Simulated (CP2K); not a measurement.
Two runs for the C K edge of 3-carboxypyridine. Run A: CP2K XAS_TDP, all-electron GAPW, PBEh(45%), aug-cc-pVDZ, TDA, no relativity. Run B differs in one setting.

First lines with a strength over 0.0015. A:

```csv
atom,energy (eV),states,"strength, one atom"
C2 (bonded to C and 2 O),283.37,1,0.0677
,287.56,1,0.0017
,288.13,1,0.0128
,288.22,1,0.0034
,289.85,1,0.0045
C4 (bonded to 3 C),281.37,1,0.0338
,284.92,1,0.0195
,285.35,1,0.0028
,286.78,1,0.0035
,287.64,1,0.0041
C5 (bonded to 2 C and H),280.87,1,0.0554
,285.13,1,0.0097
,286.26,2,0.0057
,286.68,1,0.0015
,287.02,1,0.0022
C6 (bonded to 2 C and H),281.46,1,0.0503
,284.52,1,0.0122
,285.69,1,0.0017
,285.75,1,0.0075
,285.87,1,0.0018
"C7 (bonded to C, N and H)",281.38,1,0.0555
,285.52,1,0.0120
,286.52,1,0.0033
,286.53,1,0.0076
,287.13,1,0.0019
"C9 (bonded to C, N and H)",281.36,1,0.0582
,285.93,1,0.0067
,286.57,1,0.0069
,287.14,1,0.0026
,287.17,1,0.0017
```

B:

```csv
atom,energy (eV),states,"strength, one atom"
C2 (bonded to C and 2 O),289.96,1,0.0661
,294.15,1,0.0017
,294.72,1,0.0125
,294.81,1,0.0033
,296.44,1,0.0044
C4 (bonded to 3 C),286.91,1,0.0332
,290.47,1,0.0191
,290.90,1,0.0028
,292.33,1,0.0035
,293.19,1,0.0040
C5 (bonded to 2 C and H),286.78,1,0.0543
,291.04,1,0.0095
,292.16,2,0.0056
,292.92,1,0.0022
,293.63,1,0.0062
C6 (bonded to 2 C and H),287.32,1,0.0492
,290.38,1,0.0120
,291.55,1,0.0017
,291.61,1,0.0073
,291.73,1,0.0017
"C7 (bonded to C, N and H)",287.16,1,0.0544
,291.30,1,0.0118
,292.30,1,0.0032
,292.31,1,0.0075
,292.91,1,0.0018
"C9 (bonded to C, N and H)",287.23,1,0.0570
,291.79,1,0.0066
,292.44,1,0.0068
,293.00,1,0.0025
,293.03,1,0.0017
```

Q: Which was it: the functional, scalar relativity switched on, the basis, GW2X switched on?

GW2X switched on. GW2X shifts an atom's lines together and keeps their spacings. Against PBEh(45%) in aug-cc-pVDZ, the leading lines move by +6.59 eV (C2, to 289.96), +5.54 eV (C4, to 286.91), +5.91 eV (C5, to 286.78), +5.86 eV (C6, to 287.32), +5.78 eV (C7, to 287.16) and +5.87 eV (C9, to 287.23).

[Banner, clock and machine lines of the logs are left out without a mark of their own.]

[Logs are printed without paths, hosts, clocks, repeated set-up lines and the standing remarks that a program may print on its own settings, such as how far it seeks lower states.]

[Hosts, paths, dates, database ids (printed as entryN), source tags and the programs' standing remarks are cut or masked in the printed files.]
